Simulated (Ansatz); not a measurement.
# La on W(110): change of the work function

Wanted: Δφ(θ) for La/W(110), starting from the hollow site.

Program: Ansatz 0.2.0. Level of theory: plane-wave DFT, PBE, Ansatz PAW. Values are calculated unless marked as measured.

**1. The starting structure**

The cell holds 4 atoms: 4 W. Its edges and angles: a = 2.737 Å, b = 2.737 Å, c = 24.703 Å, α = 90.0°, β = 90.0°, γ = 70.5°. Vacuum lies along c.

**2. The clean slab**

The bare slab comes first, as the zero from which every change is counted. The two lowest layers are held at bulk places and the upper ones relax. The dipole correction removes the false field that a one-sided slab makes across the periodic vacuum, so each face gets a flat vacuum level of its own.

Contents of input.yaml:

```yaml
crystal:
  lattice:
    - [2.2344574285, -1.58, 0.0]
    - [2.2344574285, 1.58, 0.0]
    - [0.0, 0.0, 24.7033722856]
  atoms:
    - { symbol: W, position: [0.0, 0.0, 0.3643227287] }
    - { symbol: W, position: [0.5, 0.5, 0.4547742429] }
    - { symbol: W, position: [0.0, 0.0, 0.5452257571] }
    - { symbol: W, position: [0.5, 0.5, 0.6356772713] }
kpoints:
  mp_grid: { grid: [12, 12, 1] }
hamiltonian:
  xc: pbe
scf:
  occupations: { method: fermi_dirac, width: 0.1 }
  convergence: { dr2_threshold: 1.0e-08 }
efield:
  axis: 3
  dipole_correction: true
  ramp_position: 0.97
  ramp_width: 0.06
relax:
  f_tol: 0.02
  max_steps: 60
  constraints: [{ sites: [0, 1] }]
output:
  write_potential: true
  write_density: true
  volumetric_format: npy
```

Started as:

```bash
$ ansatz run input.yaml --threads 4 --pin off --max-ram 16384MiB --backend cpu --events-out ev --progress --plain --runs-dir out
```

The log of the run:

```text
Engine: ansatz 0.2.0, aarch64-unknown-linux-gnu
Pseudopotentials: kind: paw
Pseudopotential: W, paw, valence charge 14, recommended cutoff 420 eV (normal), W.paw.azcp
Functional definition: PBE
  parameter kappa = 0.804
  parameter beta = 0.066725
  exchange = pbe_x(kappa = kappa, mu = beta*pi^2/3)
  correlation = pbe_c(beta = beta)
Crystal: 4 atoms, lattice volume = 174.428 Å³
Basis set: ecut = 420 eV, 3461 PW (Γ), exchange–correlation on 40×40×360 points (8 copies of the dense FFT grid, shifted against one another)
Bands: 34, of which v1, the nominal top of the filled ones, is band 28 counted from 1 (27 counted from 0)
Symmetry: 4 space group operations
k-points: 43 of 144
Non-local potential: W, projectors of the file, l = 0: 3, l = 1: 2, l = 2: 2, l = 3: 1
PAW form: soft (Blöchl's): semilocal exchange-correlation on the pseudo side does not see the compensation charge
PAW one-centre angular grid: W, 590 points (default); XC on 64 Gauss nodes
Initial density: superposition of atomic densities (neutral atoms: chi_scale 0, normalization atom), corrected by the library's trained network
Initial wavefunctions: pseudopotential atomic-orbital guess
Functional: x = pbe(κ = 0.804, μ = 0.219515), c = pbe(β = 0.066725)
SCF iter   1: F=—  HF=-41536.547941 eV  |F-HF|=—  |Δ(HF+E_count)|=         —  Δρ=9.69e-3  dr2=1.99e0  ethr=1.77e-3  p=0.000 e·Å  D=4.83e-14 V/Å  ΔV_dip=-0.00 eV  dr2_dipole=2.75e-7  V_vac-E_F(+/−)=5.06/5.06 eV  ⟨swp⟩=7.9  Hψ=15776  notcnv=0  defer=16
efield: sawtooth ramp at fractional position 0.9700 (set: `efield.ramp_position`, or a place that a band, a saddle search or an elastic batch's reference lends), width 0.0600; the density the first Hamiltonian is built on has a dipole p = 0.000 e·Å; the dipole correction subtracts the counter field D = 4.83e-14 V/Å, which shifts the + side's vacuum level by -0.00 eV against the − side's; the planar-averaged density in the ramp window peaks in size at 1.1e-5 e/Å³
automatic band count: the SCF goes on with 40 bands, as 34 were too few: the levels above may hold too much charge
preconditioner: auto → LDOS  [metal: Δε(μ)=0.044 eV  Ē_g=6.098 eV  σ=0.100 eV  W_gap=0.11  n_scr=16 (ndim 8)  ℏωp=13.8 eV  f_vac=0.562  D(μ)=3.18/eV (n_scr^D=14)  β→1.0]
SCF iter   2: F=—  HF=-41536.463453 eV  |F-HF|=—  |Δ(HF+E_count)|=   8.45e-2  Δρ=3.80e-3  dr2=1.53e-1  ethr=1.77e-3  p=-0.000 e·Å  D=-1.41e-5 V/Å  ΔV_dip=0.00 eV  dr2_dipole=9.41e-8  V_vac-E_F(+/−)=4.91/4.91 eV  ⟨swp⟩=2.0  Hψ=2409  notcnv=0  defer=46
SCF iter   3: F=—  HF=-41536.454051 eV  |F-HF|=—  |Δ(HF+E_count)|=   9.40e-3  Δρ=7.33e-4  dr2=4.77e-3  ethr=2.73e-4  p=-0.000 e·Å  D=-5.84e-6 V/Å  ΔV_dip=0.00 eV  dr2_dipole=2.39e-8  V_vac-E_F(+/−)=4.90/4.90 eV  ⟨swp⟩=1.9  Hψ=2195  notcnv=0  defer=48
SCF iter   4: F=—  HF=-41536.453642 eV  |F-HF|=—  |Δ(HF+E_count)|=   4.09e-4  Δρ=2.26e-4  dr2=2.83e-4  ethr=8.51e-6  p=-0.000 e·Å  D=-2.80e-6 V/Å  ΔV_dip=0.00 eV  dr2_dipole=3.72e-9  V_vac-E_F(+/−)=4.90/4.90 eV  ⟨swp⟩=2.2  Hψ=2210  notcnv=0  defer=48
SCF iter   5: F=—  HF=-41536.453616 eV  |F-HF|=—  |Δ(HF+E_count)|=   2.57e-5  Δρ=8.21e-5  dr2=9.88e-6  ethr=5.05e-7  p=-0.000 e·Å  D=-1.58e-6 V/Å  ΔV_dip=0.00 eV  dr2_dipole=4.44e-10  V_vac-E_F(+/−)=4.90/4.90 eV  ⟨swp⟩=2.8  Hψ=2489  notcnv=0  defer=48
SCF iter   6: F=—  HF=-41536.453677 eV  |F-HF|=—  |Δ(HF+E_count)|=   6.09e-5  Δρ=1.85e-5  dr2=1.78e-6  ethr=1.76e-8  p=-0.000 e·Å  D=-3.96e-7 V/Å  ΔV_dip=0.00 eV  dr2_dipole=1.10e-14  V_vac-E_F(+/−)=4.90/4.90 eV  ⟨swp⟩=3.0  Hψ=2816  notcnv=0  defer=46
SCF iter   7: F=—  HF=-41536.453677 eV  |F-HF|=—  |Δ(HF+E_count)|=   1.78e-7  Δρ=5.89e-6  dr2=9.96e-8  ethr=3.18e-9  p=-0.000 e·Å  D=-1.01e-7 V/Å  ΔV_dip=0.00 eV  dr2_dipole=1.15e-12  V_vac-E_F(+/−)=4.90/4.90 eV  ⟨swp⟩=2.1  Hψ=2209  notcnv=0  defer=46
SCF iter   8: F=—  HF=-41536.453677 eV  |F-HF|=—  |Δ(HF+E_count)|=   1.72e-7  Δρ=2.09e-6  dr2=1.13e-8  ethr=1.79e-11  p=-0.000 e·Å  D=-5.65e-8 V/Å  ΔV_dip=0.00 eV  dr2_dipole=6.97e-14  V_vac-E_F(+/−)=4.90/4.90 eV  ⟨swp⟩=12.3  Hψ=12536  notcnv=0
SCF iter   9: F=-41536.453677 eV  HF=-41536.453677 eV  |F-HF|=2.90e-9  |Δ(HF+E_count)|=   2.45e-9  Δρ=6.34e-7  dr2=1.02e-9  ethr=1.79e-11  p=-0.000 e·Å  D=-1.55e-8 V/Å  ΔV_dip=0.00 eV  dr2_dipole=4.30e-15  V_vac-E_F(+/−)=4.90/4.90 eV  ⟨swp⟩=10.8  Hψ=10717  notcnv=0
SCF 1 converged in 9 iterations: F = -41536.453677 eV  dr2 = 1.02e-9
  greatest PAW one-centre occupation: 1.000 electrons in one spin orbital (limit 2), on the W atom at site 0 (counted from 0), in its partial waves of l = 0
relax step   1: F+E_penalty+E_count = -41536.45367728 eV  Δ(F+E_penalty+E_count) = +0.000e0 eV  max|allowed force component| = 6.535e-1 eV/Å  Δτ_max = 0.0000 Å  (9 SCF iters, accepted)
Bands: 40, of which v1, the nominal top of the filled ones, is band 28 counted from 1 (27 counted from 0)
Initial density: handed on by an earlier stage of this run
Initial wavefunctions: those handed on with the density
iter 1 solved again at ethr=9.58e-4 eV; its pass at ethr=3.10e-3 eV (dr2=5.36e-1 eV) is discarded
SCF iter   1: F=—  HF=-41536.451060 eV  |F-HF|=—  |Δ(HF+E_count)|=         —  Δρ=7.55e-3  dr2=5.51e-1  ethr=9.58e-4  p=-0.000 e·Å  D=-4.98e-7 V/Å  ΔV_dip=0.00 eV  dr2_dipole=8.25e-2  V_vac-E_F(+/−)=4.92/4.92 eV  ⟨swp⟩=1.6  Hψ=6453  notcnv=0  defer=49
efield: sawtooth ramp at fractional position 0.9700 (set: `efield.ramp_position`, or a place that a band, a saddle search or an elastic batch's reference lends), width 0.0600; the density the first Hamiltonian is built on has a dipole p = -0.000 e·Å; the dipole correction subtracts the counter field D = -4.98e-7 V/Å, which shifts the + side's vacuum level by +0.00 eV against the − side's; the planar-averaged density in the ramp window peaks in size at 4.2e-6 e/Å³
preconditioner: auto → LDOS  [metal: Δε(μ)=0.008 eV  Ē_g=6.108 eV  σ=0.100 eV  W_gap=0.02  n_scr=16 (ndim 8)  ℏωp=13.8 eV  f_vac=0.561  D(μ)=3.03/eV (n_scr^D=12)  β→1.0]
SCF iter   2: F=—  HF=-41536.439067 eV  |F-HF|=—  |Δ(HF+E_count)|=   1.20e-2  Δρ=5.12e-3  dr2=1.98e-1  ethr=9.58e-4  p=0.007 e·Å  D=7.37e-3 V/Å  ΔV_dip=-0.18 eV  dr2_dipole=2.51e-3  V_vac-E_F(+/−)=4.72/4.90 eV  ⟨swp⟩=2.7  Hψ=2768  notcnv=0  defer=49
SCF iter   3: F=—  HF=-41536.411540 eV  |F-HF|=—  |Δ(HF+E_count)|=   2.75e-2  Δρ=1.14e-3  dr2=8.39e-3  ethr=3.53e-4  p=0.005 e·Å  D=5.11e-3 V/Å  ΔV_dip=-0.13 eV  dr2_dipole=6.86e-5  V_vac-E_F(+/−)=4.79/4.91 eV  ⟨swp⟩=2.4  Hψ=2949  notcnv=0  defer=49
[...]
SCF iter   3: F=—  HF=-41536.467263 eV  |F-HF|=—  |Δ(HF+E_count)|=   1.04e-2  Δρ=8.47e-4  dr2=5.12e-3  ethr=1.42e-4  p=0.004 e·Å  D=4.30e-3 V/Å  ΔV_dip=-0.11 eV  dr2_dipole=4.39e-5  V_vac-E_F(+/−)=4.79/4.90 eV  ⟨swp⟩=2.6  Hψ=3087  notcnv=0  defer=49
SCF iter   4: F=—  HF=-41536.466247 eV  |F-HF|=—  |Δ(HF+E_count)|=   1.02e-3  Δρ=1.79e-4  dr2=1.18e-4  ethr=9.14e-6  p=0.004 e·Å  D=3.68e-3 V/Å  ΔV_dip=-0.09 eV  dr2_dipole=5.74e-7  V_vac-E_F(+/−)=4.81/4.90 eV  ⟨swp⟩=2.5  Hψ=2483  notcnv=0  defer=49
SCF iter   5: F=—  HF=-41536.466260 eV  |F-HF|=—  |Δ(HF+E_count)|=   1.35e-5  Δρ=5.43e-5  dr2=8.97e-6  ethr=2.11e-7  p=0.003 e·Å  D=3.19e-3 V/Å  ΔV_dip=-0.08 eV  dr2_dipole=8.65e-7  V_vac-E_F(+/−)=4.82/4.90 eV  ⟨swp⟩=2.2  Hψ=2723  notcnv=0  defer=49
SCF iter   6: F=—  HF=-41536.466316 eV  |F-HF|=—  |Δ(HF+E_count)|=   5.58e-5  Δρ=1.68e-5  dr2=2.41e-6  ethr=1.60e-8  p=0.003 e·Å  D=2.93e-3 V/Å  ΔV_dip=-0.07 eV  dr2_dipole=2.53e-8  V_vac-E_F(+/−)=4.83/4.90 eV  ⟨swp⟩=2.8  Hψ=3011  notcnv=0  defer=49
SCF iter   7: F=—  HF=-41536.466316 eV  |F-HF|=—  |Δ(HF+E_count)|=   9.87e-8  Δρ=6.68e-6  dr2=1.22e-7  ethr=4.30e-9  p=0.003 e·Å  D=2.81e-3 V/Å  ΔV_dip=-0.07 eV  dr2_dipole=1.60e-9  V_vac-E_F(+/−)=4.83/4.90 eV  ⟨swp⟩=2.0  Hψ=2145  notcnv=0  defer=49
SCF iter   8: F=—  HF=-41536.466316 eV  |F-HF|=—  |Δ(HF+E_count)|=   1.35e-7  Δρ=2.67e-6  dr2=2.96e-8  ethr=2.18e-10  p=0.003 e·Å  D=2.77e-3 V/Å  ΔV_dip=-0.07 eV  dr2_dipole=8.00e-10  V_vac-E_F(+/−)=4.83/4.90 eV  ⟨swp⟩=3.0  Hψ=3071  notcnv=0  defer=49
SCF iter   9: F=-41536.466316 eV  HF=-41536.466316 eV  |F-HF|=3.74e-9  |Δ(HF+E_count)|=   1.98e-8  Δρ=7.34e-7  dr2=1.32e-9  ethr=1.79e-11  p=0.003 e·Å  D=2.76e-3 V/Å  ΔV_dip=-0.07 eV  dr2_dipole=5.96e-13  V_vac-E_F(+/−)=4.83/4.90 eV  ⟨swp⟩=11.1  Hψ=11214  notcnv=0
SCF 3 converged in 9 iterations: F = -41536.466316 eV  dr2 = 1.32e-9
relax step   3: F+E_penalty+E_count = -41536.46631625 eV  Δ(F+E_penalty+E_count) = -1.264e-2 eV  max|allowed force component| = 9.000e-2 eV/Å  Δτ_max = 0.0345 Å  (9 SCF iters, accepted)
SCF iter   1: F=—  HF=-41536.467006 eV  |F-HF|=—  |Δ(HF+E_count)|=         —  Δρ=7.95e-4  dr2=4.51e-3  ethr=1.73e-4  p=0.003 e·Å  D=2.76e-3 V/Å  ΔV_dip=-0.07 eV  dr2_dipole=5.29e-4  V_vac-E_F(+/−)=4.83/4.90 eV  ⟨swp⟩=2.1  Hψ=2956  notcnv=0  defer=49
efield: sawtooth ramp at fractional position 0.9700 (set: `efield.ramp_position`, or a place that a band, a saddle search or an elastic batch's reference lends), width 0.0600; the density the first Hamiltonian is built on has a dipole p = 0.003 e·Å; the dipole correction subtracts the counter field D = 2.76e-3 V/Å, which shifts the + side's vacuum level by -0.07 eV against the − side's; the planar-averaged density in the ramp window peaks in size at 2.5e-6 e/Å³
preconditioner: auto → LDOS  [metal: Δε(μ)=0.042 eV  Ē_g=6.069 eV  σ=0.100 eV  W_gap=0.10  n_scr=16 (ndim 8)  ℏωp=13.8 eV  f_vac=0.561  D(μ)=3.08/eV (n_scr^D=14)  β→1.0]
SCF iter   2: F=—  HF=-41536.466782 eV  |F-HF|=—  |Δ(HF+E_count)|=   2.25e-4  Δρ=3.58e-4  dr2=1.22e-3  ethr=8.05e-6  p=0.002 e·Å  D=2.05e-3 V/Å  ΔV_dip=-0.05 eV  dr2_dipole=4.65e-5  V_vac-E_F(+/−)=4.85/4.90 eV  ⟨swp⟩=2.0  Hψ=2582  notcnv=0  defer=49
SCF iter   3: F=—  HF=-41536.466693 eV  |F-HF|=—  |Δ(HF+E_count)|=   8.84e-5  Δρ=1.37e-4  dr2=1.44e-4  ethr=2.17e-6  p=0.002 e·Å  D=2.31e-3 V/Å  ΔV_dip=-0.06 eV  dr2_dipole=1.26e-5  V_vac-E_F(+/−)=4.84/4.90 eV  ⟨swp⟩=2.0  Hψ=2277  notcnv=0  defer=49
SCF iter   4: F=—  HF=-41536.466668 eV  |F-HF|=—  |Δ(HF+E_count)|=   2.55e-5  Δρ=3.26e-5  dr2=6.82e-6  ethr=2.57e-7  p=0.002 e·Å  D=2.20e-3 V/Å  ΔV_dip=-0.05 eV  dr2_dipole=8.20e-7  V_vac-E_F(+/−)=4.84/4.90 eV  ⟨swp⟩=3.4  Hψ=3097  notcnv=0  defer=49
SCF iter   5: F=—  HF=-41536.466723 eV  |F-HF|=—  |Δ(HF+E_count)|=   5.51e-5  Δρ=1.10e-5  dr2=2.53e-7  ethr=1.22e-8  p=0.002 e·Å  D=2.19e-3 V/Å  ΔV_dip=-0.05 eV  dr2_dipole=5.43e-9  V_vac-E_F(+/−)=4.84/4.90 eV  ⟨swp⟩=2.5  Hψ=2375  notcnv=0  defer=49
SCF iter   6: F=—  HF=-41536.466723 eV  |F-HF|=—  |Δ(HF+E_count)|=   2.64e-7  Δρ=4.53e-6  dr2=3.51e-8  ethr=4.52e-10  p=0.002 e·Å  D=2.20e-3 V/Å  ΔV_dip=-0.05 eV  dr2_dipole=1.68e-10  V_vac-E_F(+/−)=4.84/4.90 eV  ⟨swp⟩=2.8  Hψ=3016  notcnv=0  defer=49
SCF iter   7: F=-41536.466723 eV  HF=-41536.466723 eV  |F-HF|=5.69e-9  |Δ(HF+E_count)|=   7.88e-8  Δρ=1.73e-6  dr2=9.35e-9  ethr=1.79e-11  p=0.002 e·Å  D=2.20e-3 V/Å  ΔV_dip=-0.05 eV  dr2_dipole=1.03e-12  V_vac-E_F(+/−)=4.84/4.90 eV  ⟨swp⟩=11.5  Hψ=11409  notcnv=0
SCF 4 converged in 7 iterations: F = -41536.466723 eV  dr2 = 9.35e-9
relax step   4: F+E_penalty+E_count = -41536.46672319 eV  Δ(F+E_penalty+E_count) = -4.069e-4 eV  max|allowed force component| = 1.129e-2 eV/Å  Δτ_max = 0.0139 Å  (7 SCF iters, accepted)
NSCF: frozen V_eff on 43 k-points
the band table was solved once a step of the walk had ended and its energy, with any forces and stress, was formed, with the checks that follow a solve (9071 applications of the Hamiltonian). They found nothing against the state; the energy, forces and stress were not computed again (output.eigenvalues in the input reference)
WARN: The output density's exchange-correlation potential varies sharply where the density is thin. Do not read a vacuum level from v_tot or v_xc, or from such a field of the output density. On a cell that repeats whose density bears no net charge and no dipole along the vacuum's axis use v_es (v_loc + v_h of the components); under efield.dipole_correction with no amplitude use v_es + v_field, which holds any externa [...]
SCF converged after 7 iterations
Free energy (F): -41536.466723 eV
Harris-Foulkes:  -41536.466723 eV  (|F-HF|=5.69e-9)
Internal energy: -41536.366955 eV  (E = F + TS)
E sigma→0 (E₀):  -41536.416839 eV
Entropy (-TS):   -0.099768 eV (-24.942 meV/atom)
Fermi energy:    5.203880 eV
Dipole field:    D = 0.002197 V/Å  (p = 0.002118 e·Å, saw-weighted, corrected)
Work function:   Φ+ = 4.8447 eV   Φ− = 4.8989 eV
Levels:          The Fermi level and band energies are counted from a zero that moves with the ramp; work functions are not
--- Per-component energies (eV) ---
  E_band       = -1291.057248
  E_kinetic    = 1792.505388
  E_local      = -71121.558076  (includes V_loc(G=0)·N_el)
  E_nonlocal   = 4.576205
  E_hartree    = 34741.224890
  E_xc         = -1063.352008
  E_vxc        = -949.335306  (∫ρ·V_xc dr)
  E_paw        = -34249.938995  (= ΣΔE_a)
  E_vpaw       = -499.704010  (= ΣTr[D̂ρ^β])
  E_aug_tail   = -0.000235  (compensation charges beyond the density's cutoff)
  E_efield     = 0.000002  (sawtooth field / dipole correction)
  E_vefield    = -0.001025  (∫n·V_field dr)
  E_ewald      = 28360.175874
  E_smearing   = -0.099768  (= −TS)
  E_closure    = -0.000000  (closes the sum)
  Σ components = -41536.466723   (vs F -41536.466723, Δ=0.00e0)
--- Forces (eV/Å), atoms counted from 1 ---
  atom   1  W      0.00000000     0.00000000     0.36117714
  atom   2  W      0.00000000    -0.00000000    -0.34159757
  atom   3  W      0.00000000    -0.00000000    -0.00830034
  atom   4  W      0.00000000    -0.00000000    -0.01129449
  max |Σ_I F_I| component: 1.53e-5 eV/Å
--- Band table (eV; the first three rows and the last of 43) ---
  k-point 0: bands = [... 24 lower, 3.7540, 3.7892, 3.9762, 4.5401, 4.8127, 5.7605, 6.0199, 6.9297, ... 8 higher]
  k-point 1: bands = [... 24 lower, 3.5720, 3.7614, 4.1231, 4.4811, 4.8136, 5.3411, 6.2452, 6.7515, ... 8 higher]
  k-point 2: bands = [... 24 lower, 3.3977, 3.5331, 3.9616, 4.3822, 4.9156, 5.2947, 6.6226, 6.6532, ... 8 higher]
  k-point 42: bands = [... 24 lower, 3.7933, 5.7375, 5.8442, 6.2645, 6.3571, 6.8712, 7.2505, 8.8378, ... 8 higher]
--- Relaxed structure (4 steps of the walk, 3 accepted, 0 SCFs on fresh bases) ---
  F+E_penalty+E_count = -41536.46672319 eV   max|allowed force component| = 1.129e-2 eV/Å
  atoms:
    - { symbol: W, position: [0.0, 0.0, 0.3643227287] }
    - { symbol: W, position: [0.5, 0.5, 0.4547742429] }
    - { symbol: W, position: [-6.653931e-19, 6.653931e-19, 0.546759] }
    - { symbol: W, position: [0.5, 0.5, 0.635499] }
```

Wall time 28 s (4 threads of Arm Neoverse V1, shared host); peak memory 0.58 GiB; 1.8 min of CPU time.

Step by step:

```
step  energy less that of the first step (eV)  largest force component (eV/Å)
   1                                   0.0000                          0.6535
   2                                   0.0440                          1.3654
   3                                  -0.0126                          0.0900
   4                                  -0.0130                          0.0113
```

Relaxation step 2 was tried and not accepted.

The run keeps the 4 symmetry operations that the program found, so distortions that break them were not tested.

The atoms that moved most (Å):

```
atom     dx     dy     dz  length
  W3  0.000  0.000  0.038   0.038
```

Final coordinates:

```cif
data_structure
_symmetry_space_group_name_H-M 'P 1'
_symmetry_Int_Tables_number 1
_cell_length_a 2.7366
_cell_length_b 2.7366
_cell_length_c 24.7034
_cell_angle_alpha 90.000
_cell_angle_beta 90.000
_cell_angle_gamma 70.529
_cell_volume 174.43
loop_
_atom_site_label
_atom_site_type_symbol
_atom_site_fract_x
_atom_site_fract_y
_atom_site_fract_z
_atom_site_occupancy
W1 W 0.00000 0.00000 0.36432 1
W2 W 0.50000 0.50000 0.45477 1
W3 W 0.00000 0.00000 0.54676 1
W4 W 0.50000 0.50000 0.63550 1
```

This step gave:

| Quantity | Value |
| --- | --- |
| energy at zero smearing | -41536.4168 eV |
| work function, upper face | 4.845 eV |
| work function, lower face | 4.899 eV |
| dipole along the normal | 0.002118 e·Å |
| step between the vacuum levels | -0.05428 eV |

Running mean over 2.234 Å of the planar mean; the ramp of the sawtooth is left out. Table of electron's electrostatic potential energy less the Fermi level by z:

```
z (Å)  electron's electrostatic potential energy less the Fermi level (eV)
  3.5                                                                 4.90
  4.0                                                                 4.90
  4.5                                                                 4.90
  5.0                                                                 4.89
  5.5                                                                 4.86
  6.0                                                                 4.75
  6.5                                                                 4.41
  7.0                                                                 3.30
  7.5                                                               -0.135
  8.0                                                                -5.75
  8.5                                                                -10.5
  9.0                                                                -12.2
  9.5                                                                -12.5
 10.0                                                                -12.6
 10.5                                                                -12.7
 11.0                                                                -12.7
 11.5                                                                -12.7
 12.0                                                                -12.5
 12.5                                                                -12.4
 13.0                                                                -12.6
 13.5                                                                -12.8
 14.0                                                                -13.0
 14.5                                                                -13.1
 15.0                                                                -12.9
 15.5                                                                -12.5
 16.0                                                                -11.5
 16.5                                                                -7.95
 17.0                                                                -2.27
 17.5                                                                 2.24
 18.0                                                                 4.06
 18.5                                                                 4.61
 19.0                                                                 4.78
 19.5                                                                 4.82
 20.0                                                                 4.84
 20.5                                                                 4.84
 21.0                                                                 4.84
 21.5                                                                 4.84
```

The relaxation took 4 steps and lowered the energy by 0.013 eV; the largest force on the free atoms ends at 0.011 eV/Å.

The work function of the upper face is 4.84 eV.

[end of part 1 of 4]

[Long decimals in the printed logs are rounded to 6 places.]

[Logs are printed without paths, hosts, clocks, repeated set-up lines and the standing remarks that a program may print on its own settings, such as how far it seeks lower states.]

[Hosts, paths, dates, database ids (printed as entryN), source tags and the programs' standing remarks are cut or masked in the printed files.]

[Maps of the electrostatic potential energy from Ansatz leave out the sawtooth potential of an applied field or a dipole correction, so their vacuum need not be flat; planar profiles and work functions include it.]
